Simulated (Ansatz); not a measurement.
**CdNi3P (Pm-3m): the Drude term of Re ε in the infrared**

Re ε of CdNi3P (Pm-3m) at low photon energies is read from one computed spectrum; the carriers' damping was typed as γ = 0.03 eV.

Symmetry: Pm-3m, No. 221, cubic system. Conventional cell: a = 4.195 Å, b = 4.195 Å, c = 4.195 Å, α = 90.00°, β = 90.00°, γ = 90.00°. Cd on site a has 12 Ni at 2.97 Å as nearest neighbours. Ni on site c is surrounded by 2 P at 2.10 Å. P on site b has 6 Ni at 2.10 Å as nearest neighbours.

Method: Ansatz 0.2.0, PBE, independent particles, k-mesh 8×8×8 with interpolation inside its cells, Gaussian parameter 0.2 eV.

Launch of the response step: `ansatz run input.yaml --threads 2 --pin off --max-ram 5120MiB --backend cpu --events-out ev --progress --plain --runs-dir out`. The run took 3.2 min, on 2 threads of Arm Neoverse V1, on a shared host.

```
photon energy E (eV)  wavelength (µm)    Re ε
                0.25             4.96  -115.4
                0.30             4.13   -68.2
                0.35             3.54   -41.8
                0.40             3.10   -26.9
                0.50             2.48   -14.8
                0.60             2.07   -13.5
                0.70             1.77       ?
```

A Drude term over a constant background gives Re ε = ε_b − ωp²/(E² + γ²), linear in 1/(E² + γ²).

Working, on the rows shown:

| x = 1/(E² + γ²) (eV⁻²) | y = Re ε |
| --- | --- |
| 15.7729 | -115.4 |
| 11.0011 | -68.2 |
| 8.10373 | -41.8 |
| 6.21504 | -26.9 |
| 3.98565 | -14.8 |
| 2.77085 | -13.5 |

Means: x̄ = 7.9749, ȳ = -46.767. Σ(x − x̄)(y − ȳ) = -935, Σ(x − x̄)² = 116.1. Slope = -935 / 116.1 = -8.055; intercept = ȳ − slope · x̄ = 17.473. The line misses the rows shown by at most 8.7.

Task: What does the fit predict for the withheld row, and how well does it do?

Result: At x = 2.0371 the line gives y = 1.0641. The run gave -14.5, so the extrapolation is off by 16, 15 % of the range in the table.

Refitted with all rows, the slope is -7.514 and the intercept 11.391. These give ωp = √(−slope) = 2.74 eV, against 3.30 eV from the program's Fermi-surface sum, and an intercept of 11.4. Taking the program's Drude term off the rows leaves 57 at the lowest energy and 8 at the highest, so the background isn't constant: interband transitions lie in or near the window, and neither fitted number can be trusted. The structure is a model and need not exist. The values come from a sum over the points of one k-mesh and carry its error, which is largest for Fermi-surface quantities. Spin-orbit coupling is left out.

[Logs are printed without paths, hosts, clocks, repeated set-up lines and the standing remarks that a program may print on its own settings, such as how far it seeks lower states.]
